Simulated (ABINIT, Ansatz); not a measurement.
**AlH3 (R-3c): G0W0 on several meshes in ABINIT**

Wanted: mesh dependence and cost of G0W0 for AlH3 (R-3c).

Calculated with ABINIT 10.8.3; LDA and many-body steps on it, plane waves.

Report form: the programs' logs are mostly left out.

**1. Set-up**

Symmetry: R-3c, No. 167, trigonal system. Conventional cell: a = 4.449 Å, b = 4.449 Å, c = 11.804 Å, α = 90.00°, β = 90.00°, γ = 120.00°. Al has 6 H at 1.72 Å nearest. H has 2 Al at 1.72 Å nearest. Farther neighbours are not listed.

Structure file:

```cif
data_structure
_symmetry_space_group_name_H-M 'P 1'
_symmetry_Int_Tables_number 1
_cell_length_a 4.6989
_cell_length_b 4.6989
_cell_length_c 4.6989
_cell_angle_alpha 56.516
_cell_angle_beta 56.516
_cell_angle_gamma 56.516
_cell_volume 67.45
loop_
_atom_site_label
_atom_site_type_symbol
_atom_site_fract_x
_atom_site_fract_y
_atom_site_fract_z
_atom_site_occupancy
Al1 Al 0.00000 0.00000 0.00000 1
Al2 Al 0.50000 0.50000 0.50000 1
H3 H 0.87800 0.62200 0.25000 1
H4 H 0.25000 0.87800 0.62200 1
H5 H 0.62200 0.25000 0.87800 1
H6 H 0.12200 0.37800 0.75000 1
H7 H 0.75000 0.12200 0.37800 1
H8 H 0.37800 0.75000 0.12200 1
```

The cell and positions come from the Crystallography Open Database and are kept as given unless a step says otherwise.

**2. Empty states on the mesh, 4×4×4 mesh, 167 bands**

This step: ABINIT 10.8.3; DFT, LDA, plane waves, norm-conserving pseudopotentials.

The sums over transitions need many empty states on a uniform mesh; this step solves for them.

run.abi

```
acell 3*1.0 Angstrom
rprim 
  2.224650000012 1.284402276382 3.934566666693
  -2.224650000012 1.284402276382 3.934566666693
  -0.000000000000 -2.568804552697 3.934566666715
ntypat 2
znucl 13 1
natom 8
typat 1 1 2 2 2 2 2 2
xred 
  0.000000000000 0.000000000000 -0.000000000000
  0.500000000000 0.500000000000 0.500000000000
  0.878000000000 0.622000000000 0.250000000000
  0.250000000000 0.878000000000 0.622000000000
  0.622000000000 0.250000000000 0.878000000000
  0.122000000000 0.378000000000 0.750000000000
  0.750000000000 0.122000000000 0.378000000000
  0.378000000000 0.750000000000 0.122000000000
pp_dirpath "pseudos"
pseudos "Al.upf, H.upf"
ecut 31
ngkpt 4 4 4
nshiftk 1
shiftk 0 0 0
kptopt 1
chksymbreak 0
irdden 1
istwfk *1
nband 167
prtvol 0
optdriver 6
gwr_task "HDIAGO"
paral_kgb 0
occopt 1
indata_prefix "in"
outdata_prefix "out"
tmpdata_prefix "tmp"
```

Command:

```bash
> OMP_NUM_THREADS=1 mpirun -n 4 abinit run.abi > log
```

Elapsed: 3.3 min, on 4 MPI ranks of Intel Xeon Platinum 8259CL at 2.50GHz (Skylake/Cascade Lake), shared host; peak memory 3.3 GiB; 13 min of CPU time.

Numbers from this step:

```yaml
gap: 1.946 eV
k_of_the_valence_top: 0.25, 0.25, 0
k_of_the_conduction_bottom: 0, 0, 0
least_direct_gap: 1.995 eV
k_points_computed: 13
lowest_point_of_the_top_converged_band_above_the_valence_top: 91.4412 eV
```

On this mesh the gap is 1.946 eV.

The density comes from a self-consistent run that is not shown.

**3. Screening, 4×4×4 mesh, 68 bands, screening to 114.3 eV**

The RPA dielectric matrix is built and inverted for each q.

This step: RPA screening on LDA, plane waves, norm-conserving pseudopotentials.

run.abi, as its differences from that of step 2:

```diff
@@ -26,10 +26,11 @@
 chksymbreak 0
-irdden 1
 istwfk *1
-nband 167
-prtvol 0
-optdriver 6
-gwr_task "HDIAGO"
-paral_kgb 0
 occopt 1
+irdwfk 1
+optdriver 3
+nband 68
+ecuteps 4.2
+inclvkb 2
+awtr 1
+symchi 1
 indata_prefix "in"
```

The job ended after 40 s (4 MPI ranks; peak memory 1.1 GiB).

Numbers from this step:

* ε∞ with local fields, on this mesh, along the program's q direction: 4.616
* the same without local fields: 5.147
* plasma frequency: 15.66 eV
* plane waves in the screening matrix: 175

Local fields lower ε∞ by 10 %.

**4. 4×4×4**

The self-energy is evaluated for the states that the input lists, and the levels follow from it, in one-shot runs by the linearised quasiparticle equation.

This step: G0W0 on LDA, plane waves, norm-conserving pseudopotentials.

run.abi, as its differences from that of step 3:

```diff
@@ -29,8 +29,17 @@
 irdwfk 1
-optdriver 3
+optdriver 4
 nband 68
+gwcalctyp 0
+ecutsigx 31
+symsigma 1
+nkptgw 2
+kptgw 
+  0.2500000000 0.2500000000 0.0000000000
+  0.0000000000 0.0000000000 0.0000000000
+bdgw 
+  5 8
+  5 8
 ecuteps 4.2
-inclvkb 2
-awtr 1
-symchi 1
+irdscr 1
+ppmodel 1
 indata_prefix "in"
```

Elapsed: 12 s, on 4 MPI ranks; peak memory 0.95 GiB; 48 s of CPU time.

This step gave:

```
G0W0 gap on the points computed              : 3.702 eV
starting gap on the mesh                     : 1.946 eV
k of the valence top                         : 0.25, 0.25, 0
k of the conduction bottom                   : 0, 0, 0
Z at the valence top                         : 0.781
Z at the conduction bottom                   : 0.802
least direct G0W0 gap on the computed points : 3.786 eV
```

The gap on the mesh goes from 1.95 eV to 3.70 eV, a correction of +1.76 eV.

**5. Empty states on the mesh, 6×6×6 mesh, 74 bands**

This step: DFT, LDA, plane waves, norm-conserving pseudopotentials.

run.abi, as its differences from that of step 4:

```diff
@@ -21,3 +21,3 @@
 ecut 31
-ngkpt 4 4 4
+ngkpt 6 6 6
 nshiftk 1
@@ -26,20 +26,10 @@
 chksymbreak 0
+iscf -2
+irdden 1
 istwfk *1
-occopt 1
-irdwfk 1
-optdriver 4
-nband 68
-gwcalctyp 0
-ecutsigx 31
-symsigma 1
-nkptgw 2
-kptgw 
-  0.2500000000 0.2500000000 0.0000000000
-  0.0000000000 0.0000000000 0.0000000000
-bdgw 
-  5 8
-  5 8
-ecuteps 4.2
-irdscr 1
-ppmodel 1
+nband 74
+nbdbuf 6
+tolwfr 1e-09
+nstep 60
+prtvol 0
 indata_prefix "in"
```

Elapsed: 96 s, on 4 MPI ranks; peak memory 0.45 GiB; 6.4 min of CPU time.

Numbers from this step:

| Item | Value |
| --- | --- |
| gap | 1.945 eV |
| k of the valence top | 0.5, 0.3333, 0 |
| k of the conduction bottom | 0, 0, 0 |
| least direct gap | 1.995 eV |
| k points computed | 32 |
| lowest point of the top converged band, above the valence top | 46.22 eV |

On this mesh the gap is 1.945 eV.

**6. Screening, 6×6×6 mesh, 68 bands, screening to 114.3 eV**

This step: RPA screening on LDA, plane waves, norm-conserving pseudopotentials.

run.abi, as its differences from that of step 5:

```diff
@@ -26,10 +26,11 @@
 chksymbreak 0
-iscf -2
-irdden 1
 istwfk *1
-nband 74
-nbdbuf 6
-tolwfr 1e-09
-nstep 60
-prtvol 0
+occopt 1
+irdwfk 1
+optdriver 3
+nband 68
+ecuteps 4.2
+inclvkb 2
+awtr 1
+symchi 1
 indata_prefix "in"
```

Wall time 5.5 min (4 MPI ranks); peak memory 2 GiB; 22 min of CPU time.

This step gave:

- ε∞ with local fields, on this mesh, along the program's q direction: 4.573
- the same without local fields: 5.099
- plasma frequency: 15.66 eV
- plane waves in the screening matrix: 175

**7. 6×6×6**

This step: G0W0 on LDA, plane waves, norm-conserving pseudopotentials.

run.abi, as its differences from that of step 6:

```diff
@@ -29,8 +29,17 @@
 irdwfk 1
-optdriver 3
+optdriver 4
 nband 68
+gwcalctyp 0
+ecutsigx 31
+symsigma 1
+nkptgw 2
+kptgw 
+  0.5000000000 0.3333333333 0.0000000000
+  0.0000000000 0.0000000000 0.0000000000
+bdgw 
+  5 8
+  5 8
 ecuteps 4.2
-inclvkb 2
-awtr 1
-symchi 1
+irdscr 1
+ppmodel 1
 indata_prefix "in"
```

It took 59 s on 4 MPI ranks; peak memory 1.9 GiB; 3.9 min of CPU time.

Numbers from this step:

* G0W0 gap on the points computed: 3.724 eV
* starting gap on the mesh: 1.945 eV
* k of the valence top: 0.5, 0.3333, 0
* k of the conduction bottom: 0, 0, 0
* Z at the valence top: 0.779
* Z at the conduction bottom: 0.802
* least direct G0W0 gap on the computed points: 3.79 eV

Against G0W0 in ABINIT (4×4×4 mesh, 68 bands, screening to 114.3 eV, Godby-Needs plasmon pole), the gap moves by +0.022 eV.

**8. Side by side**

Times are wall times on 4 MPI ranks of Intel Xeon Platinum 8259CL at 2.50GHz (Skylake/Cascade Lake), shared host, good to a factor of about two. A run's time includes the screening step that it read.

| run | mesh | bands | screening cutoff (eV) | DFT gap (eV) | gap on the mesh (eV) | direct (eV) | ε∞ used | time |
| --- | --- | --- | --- | --- | --- | --- | --- | --- |
| 4×4×4 | 4×4×4 | 68 | 114.3 | 1.946 | 3.702 | 3.786 | 4.62 | 52 s |
| 6×6×6 | 6×6×6 | 68 | 114.3 | 1.945 | 3.724 | 3.790 | 4.57 | 6.5 min |

**9. Summary of results**

| Quantity | Value |
| --- | --- |
| 4×4×4 | 3.702 eV |
| 6×6×6 | 3.724 eV |
| known limits | not at the basis limit |

What this shows: 6×6×6: +0.022 eV against 4×4×4. Bands and cutoff are finite, so the gap is not at the basis limit. The miss can reach some tenths of an eV and take either sign; the mesh is an error of its own. In the G0W0 runs levels were corrected at 2 k points alone, so a gap called «on the mesh» is the least over those, and an edge elsewhere would be missed.

[Paths, hosts, dates, memory and timing lines, banners, echoed tables and standing remarks are left out of the program output.]

[Logs are printed without paths, hosts, clocks, repeated set-up lines and the standing remarks that a program may print on its own settings, such as how far it seeks lower states.]

[Runs of the session that timed out or met a known fault of the program may be left out.]

[Hosts, paths, dates, database ids (printed as entryN), source tags and the programs' standing remarks are cut or masked in the printed files.]

[G0W0 gaps are taken among the corrected bands and points alone; a level outside them can change the order at an edge.]

[Where Ansatz stands beside ABINIT at settings called matched, ABINIT's density can come from a denser mesh and the files from another edition; pairs whose starting gaps differed by over 0.03 eV were left out, so agreement reads better than it is.]
